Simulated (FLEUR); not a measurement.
```xyz
10
Lattice="3.165 0.000 0.000 0.000 3.165 0.000 0.000 0.000 25.028" Properties=species:S:1:pos:R:3 subject="Fe2 W6 Fe2 001: which magnetic order is lowest" method="PBE; all-electron FLAPW film, Dirac cores, scalar-relativistic bands" program="FLEUR MaX-R8.1" settings_of_one_run="kmax 3.61 1/bohr, gmax 10.8 1/bohr, muffin tin radii Fe: 2.27, W: 2.32 bohr, lmax Fe: [8, 6], W: [8, 6], hist occupations, smearing width 0.05 eV, mixer Anderson, mixing 0.03, max iterations 150, stop 2.00e-5 me/bohr³, film mode on, collinear spin, 20×20×1 k-mesh, mesh matched on, starting moments 2.6 2.6 0 0 0 0 0 0 -2.6 -2.6 μB" cost="2 runs, 69 min in all on 4 MPI ranks of Arm Neoverse V2, shared host (the runs of this entry)" notes="Known weakness: core electrons leave spheres. Only 2 starts were tried; other patterns of signs, canted and longer-period orders were not." lowest_state_found="antiferromagnetic (initial antiferro ++--)" largest_site_spin_moment="2.82 μB" next_finished_state="ferromagnetic, with opposed induced moments, 2.39 meV a seeded atom higher"
Fe    0.000    0.000    6.000
Fe    1.583    1.583    7.178
W     0.000    0.000    8.558
W     1.583    1.583   10.140
W     0.000    0.000   11.723
W     1.583    1.583   13.305
W     0.000    0.000   14.887
W     1.583    1.583   16.469
Fe    0.000    0.000   17.850
Fe    1.583    1.583   19.028
```

[Logs and program files are shortened in this print: banners, set-up blocks, solver, clock and traceback lines can be left out without a mark of their own.]

[Logs are printed without paths, hosts, clocks, repeated set-up lines and the standing remarks that a program may print on its own settings, such as how far it seeks lower states.]

[Hosts, paths, dates, database ids (printed as entryN), source tags and the programs' standing remarks are cut or masked in the printed files.]

[Where a cell is said to come from a database of computed structures, the database is the Materials Project.]
